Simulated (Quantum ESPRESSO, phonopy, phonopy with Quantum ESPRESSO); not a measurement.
# NaI (Fm-3m): a volume series of phonon spectra, part 8 of 8

Which modes of NaI drive its thermal expansion?

Experimental results on record:
- volume expansion coefficient 135 1e-6/K near room temperature (given in “Descriptors for thermal expansion in solids”, 2017, arXiv:1701.03966)

Quantum ESPRESSO 7.5; DFT LDA, scalar-relativistic, plane waves, GBRV ultrasoft pseudopotentials.

So far. Step 25 (Ground state at this cell, V/V0 1.05): The run ends at a pressure of -0.91 GPa. Step 26 (Zone-centre response): The Born charges sum to zero within 0.012 e; the rest is removed before use. Acoustic frequencies in this log differ from zero by the error of the sum rule, which ph.x does not impose.

## (27) A displaced supercell

One atom (for the harmonic constants) or a pair of atoms (for the cubic ones) is moved by a few hundredths of an ångström; the forces on all atoms give a column of force constants. The threshold is tight because the forces are small.

System of this step: NaI. It takes space group Imm2 (No. 44, orthorhombic). The conventional cell has a = 9.002 Å, b = 12.731 Å, c = 9.002 Å, α = 90.00°, β = 90.00°, γ = 90.00°. Nearest to Na lie 6 I at 3.17 to 3.20 Å. Na has 6 I at 3.18 Å nearest. Nearest to Na lie 6 I at 3.18 Å. Nearest to I lie 6 Na at 3.18 Å. Farther neighbours and most contacts between anions are not listed.

The input, disp-00001.in:

```
&control
   calculation = 'scf'
   prefix = 'x'
   outdir = './tmp'
   pseudo_dir = './pseudo'
   tprnfor = .true.
   disk_io = 'none'
/
&system
   ibrav = 0
   nat = 16
   ntyp = 2
   ecutwfc = 45.0
   ecutrho = 270.0
   occupations = 'fixed'
   nbnd = 66
/
&electrons
   conv_thr = 1.0d-11
   mixing_beta = 0.7
   electron_maxstep = 100
/
ATOMIC_SPECIES
 Na     22.9898  Na.upf
 I     126.9045  I.upf
CELL_PARAMETERS angstrom
     0.000000000    6.365608630    6.365608630
     6.365608630    0.000000000    6.365608630
     6.365608630    6.365608630    0.000000000
ATOMIC_POSITIONS crystal
 Na     0.002221647   0.000000000   0.000000000
 Na     0.500000000   0.000000000   0.000000000
 Na     0.000000000   0.500000000   0.000000000
 Na     0.500000000   0.500000000   0.000000000
 Na     0.000000000   0.000000000   0.500000000
 Na     0.500000000   0.000000000   0.500000000
 Na     0.000000000   0.500000000   0.500000000
 Na     0.500000000   0.500000000   0.500000000
 I      0.250000000   0.250000000   0.250000000
 I      0.750000000   0.250000000   0.250000000
 I      0.250000000   0.750000000   0.250000000
 I      0.750000000   0.750000000   0.250000000
 I      0.250000000   0.250000000   0.750000000
 I      0.750000000   0.250000000   0.750000000
 I      0.250000000   0.750000000   0.750000000
 I      0.750000000   0.750000000   0.750000000
K_POINTS automatic
 3 3 3 0 0 0
```

Started as:

```console
> OMP_NUM_THREADS=1 mpirun -n 4 pw.x -nk 4 -in disp-00001.in > disp-00001.out
```

The program printed:

```text
[banner, memory and clock lines left out]
Program PWSCF v.7.5

     Message from routine setup:
     using ibrav=0 with symmetry is DISCOURAGED, use correct ibrav instead

     G-vector sticks info

     bravais-lattice index     =            0
     lattice parameter (alat)  =      17.0119  a.u.
     unit-cell volume          =    3481.3397 (a.u.)^3
     number of atoms/cell      =           16
     number of atomic types    =            2
     number of electrons       =       128.00
[...]
atom    1 type  1   force =    -0.00000000   -0.00071134   -0.00071134
     atom    2 type  1   force =    -0.00000000    0.00014395    0.00014395
     atom    3 type  1   force =     0.00012887   -0.00000456    0.00001511
[...]
atom   15 type  2   force =     0.00000139    0.00000605    0.00000605
     atom   16 type  2   force =    -0.00000004   -0.00000330   -0.00000330

     Total force =     0.001201     Total SCF correction =     0.000002
     Message from routine punch:
     Nothing written, as per user request (disk_io='none')
[key lines of the parts left out:]
!    total energy              =   -1280.07847686 Ry
convergence has been achieved in  12 iterations
```

Elapsed: 4.2 min, on 4 MPI ranks of Arm Neoverse N1, shared host; 17 min of CPU time.

## (28) Phonons, V/V0 1.05

This step: DFT LDA, scalar-relativistic, plane waves, GBRV ultrasoft pseudopotentials (phonopy with Quantum ESPRESSO 4.10.0 / 7.5).

Wall time 4.2 min (8 threads).

Phonopy, LO-TO term from ph.x's tensors. Phonon branches along the path, in cm⁻¹:

```csv
point,branch 1,branch 2,branch 3,branch 4,branch 5,branch 6
Γ,0,0,0,116,116,170
halfway,29,29,65,123,123,146
X,37,37,57,119,119,125
halfway,39,45,56,118,123,126
U,43,52,58,114,128,132
jump to K,43,52,58,114,128,132
halfway,33,46,61,106,127,162
Γ,0,0,0,116,116,170
halfway,36,36,53,114,114,170
L,50,50,75,112,112,171
halfway,48,50,67,112,121,153
W,48,48,59,120,127,127
halfway,41,49,55,120,123,127
X,37,37,57,119,119,125
```

The phonon branches as a text plot (rows in cm⁻¹):

```
    168 |**                      ********************
    160 |  **                   *                    *
    153 |    *                **                      *
    146 |     **            **                         *
    139 |       **         *                            *
    132 |         *      *******                         *
    125 |    **************     ***                    **********
    118 |****      ********        *********        *** *********
    111 |                  *     ****       ************
    103 |                   *****
     96 |
     89 |
     82 |
     75 |                                       *****
     68 |     *****        *****               *     ***
     61 |          ***    *     *            **         ****
     53 |    *        ***** **** **         *    *******   ******
     46 |              ** ****  *              **   ***********
     39 |  **      *******    ** ****      ****              ****
     32 |     *****             *        **
     25 |    *                   ****      *
     18 | ***                      ***  ***
     11 | *                          *  *
      4 |*                            **
         Γ           X  U|K            Γ         L        W     X
```

No mode is imaginary beyond numerical noise along the path. The highest zone-centre mode (no LO–TO term) moved by -12.3 % for a volume change of +5.0 %.

The time given is that of the 2 pw.x runs on displaced cells behind this step.

## (29) Mode Grüneisen parameters

This step: DFT LDA, scalar-relativistic, plane waves, GBRV ultrasoft pseudopotentials (phonopy 4.10.0).

Numbers from this step:

```
share of modes with a negative Grüneisen parameter : 0.066
```

Mean Grüneisen, by row:

```csv
T (K),heat-capacity-weighted mean,root mean square
50,1.437,1.677
100,1.594,1.792
200,1.637,1.82
300,1.645,1.826
500,1.649,1.828
800,1.65,1.829
```

Mean mode Grueneisen parameter against wavenumber:

```csv
wavenumber (cm⁻¹),mean mode Grueneisen parameter
3.0,-
9.1,-0.327
21.2,0.497
27.2,0.636
39.3,0.422
45.4,0.926
51.4,1.28
63.5,1.45
69.6,1.57
75.6,1.61
87.7,-
93.7,-
105.8,-
111.9,-
117.9,2.47
130.0,2.37
136.1,2.36
142.1,2.28
154.2,1.77
160.3,1.58
172.4,1.3
178.4,1.24
```

Volume series, by row:

```csv
V/V0,V (Å³/atom),pressure (GPa),E - E0 (meV/atom),gap (eV),zero-point energy (meV/atom),lowest on the path (cm⁻¹),highest at Gamma without the LO-TO term (cm⁻¹)
0.97,29.79,0.684,2.11,3.705,19.26,0,142
0.985,30.25,0.326,0.595,3.655,18.73,0,136.8
1,30.71,-0.002,0,3.607,18.21,0,131.7
1.015,31.17,-0.303,0.297,3.561,17.71,0,126.7
1.03,31.63,-0.578,1.509,3.518,17.21,0,121.8
1.05,32.24,-0.911,4.233,3.462,16.57,0,115.5
```

Table of optical frequency at Gamma without the LO-TO term, mode 4 by V/V0:

```csv
V/V0,"optical frequency at Gamma without the LO-TO term, mode 4 (cm⁻¹)"
0.9700,142
0.9850,137
1.0000,132
1.0150,127
1.0300,122
1.0500,115
```

Grüneisen at points, by row:

```csv
point,branch,frequency (cm⁻¹),mode Grüneisen parameter
Γ,4,131.7,2.55
Γ,6,181,1.29
X,1,36.6,-0.4
X,3,56.3,-0.41
X,4,136.1,2.52
X,6,142.5,2.48
U,1,46.1,1.37
U,2,51.8,-0.34
U,3,61.9,1.21
U,4,130,2.49
U,5,144.7,2.33
U,6,146,1.99
K,1,46.1,1.37
K,2,51.8,-0.34
K,3,61.9,1.21
K,4,130,2.49
K,5,144.7,2.33
K,6,146,1.99
L,1,56.9,2.45
L,3,81.1,1.66
L,4,126.1,2.19
L,6,181.3,1.16
W,1,47.6,-0.35
W,3,65.6,2.09
W,4,133.4,2.06
W,5,143.3,2.34
```

## (30) Quasi-harmonic fit by phonopy

Numbers from this step:

```
volume expansion coefficient at 300 K : 130.1 1e-6/K
isothermal bulk modulus at 300 K      : 17.4 GPa
C_P at 300 K                          : 26.19 J/mol-atom/K
Grüneisen parameter at 300 K          : 1.778
```

Table of energy (each curve on its own zero) by volume; values in meV/atom:

```csv
volume (Å³/atom),static,F at 0 K,F at 300 K,F at 600 K
29.786,2.11,3.42,7.2,12.1
30.247,0.6,1.37,3.7,6.69
30.707,0,0.26,1.13,2.22
31.168,0.3,0.06,-0.54,-1.34
31.628,1.51,0.77,-1.39,-4.17
32.243,4.23,2.86,-1.36,-6.75
```

Phonopy-qha, vinet fit of F(V) at each temperature; no electronic free energy. Qha vinet, by row:

```csv
T (K),fitted volume (Å³/atom),alpha_V (1e-6/K),B_T (GPa),C_P (J/mol-atom/K),Grueneisen
75,31.12,78.31,19.92,18.74,1.574
100,31.19,92.9,19.67,21.31,1.64
125,31.27,101.9,19.41,22.78,1.675
150,31.35,108,19.14,23.72,1.697
175,31.43,112.8,18.87,24.36,1.713
200,31.53,116.7,18.59,24.85,1.727
225,31.62,120.2,18.3,25.25,1.74
250,31.72,123.5,18.01,25.59,1.753
275,31.81,126.8,17.71,25.9,1.765
300,31.92,130.1,17.4,26.19,1.778
```

Table of volume expansion coefficient, phonopy-qha, Vinet by temperature:

```csv
temperature (K),"volume expansion coefficient, phonopy-qha, Vinet (1e-6/K)"
75.0,78.3
100.0,92.9
125.0,102
150.0,108
175.0,113
200.0,117
225.0,120
250.0,124
275.0,127
300.0,130
```

The fit gives a volume expansion of 130 × 10⁻⁶/K at 300 K.

## (31) Summary of results

| Property | Result |
| --- | --- |
| volume expansion coefficient at 300 K | 130.1 1e-6/K |
| isothermal bulk modulus at 300 K | 17.4 GPa |
| C_P at 300 K | 26.19 J/mol-atom/K |
| Grüneisen parameter at 300 K | 1.778 |
| mean mode Grüneisen parameter at 300 K | 1.65 |

What this shows: Near room temperature NaI expands by 130 × 10⁻⁶/K in volume by LDA, with C_P = 26.2 J/(mol K) per mole of atoms and B_T = 17.4 GPa. The table stops at 300 K because beyond it the fitted volume comes within 1 % of the largest computed cell, where the fit loses its support. C_P at room temperature is 105 % of the classical 3R an atom. A measured volume expansion coefficient near room temperature is 135 1e-6/K (arXiv:1701.03966); the calculated 130 1e-6/K differs by -4 %. The heat-capacity-weighted Grüneisen parameter goes from 1.44 at 50 K to 1.65 at 800 K; 7 % of the modes stiffen on expansion. Weighting γ by the density of states and each mode's heat capacity at 300 K, modes below 60 cm⁻¹ give about 23 % of the sum of γC that drives the expansion, those up to 120 cm⁻¹ 14 % and the rest 63 %. Among the labelled points γ is largest for branch 4 at Γ (132 cm⁻¹, 2.5) and most negative for branch 3 at X (56.3 cm⁻¹, -0.41). The supercell is 7.4 Å across at its narrowest and was not tested against a larger one: only its own wavevectors are exact, and acoustic branches between them, with the entropy at low temperature, can be off.

[Logs are printed without paths, hosts, clocks, repeated set-up lines and the standing remarks that a program may print on its own settings, such as how far it seeks lower states.]

[Hosts, paths, dates, database ids (printed as entryN), source tags and the programs' standing remarks are cut or masked in the printed files.]

[A step with changed settings may run another functional than the one named; its input shows which.]

[Of the runs on displaced cells, only some may be shown.]
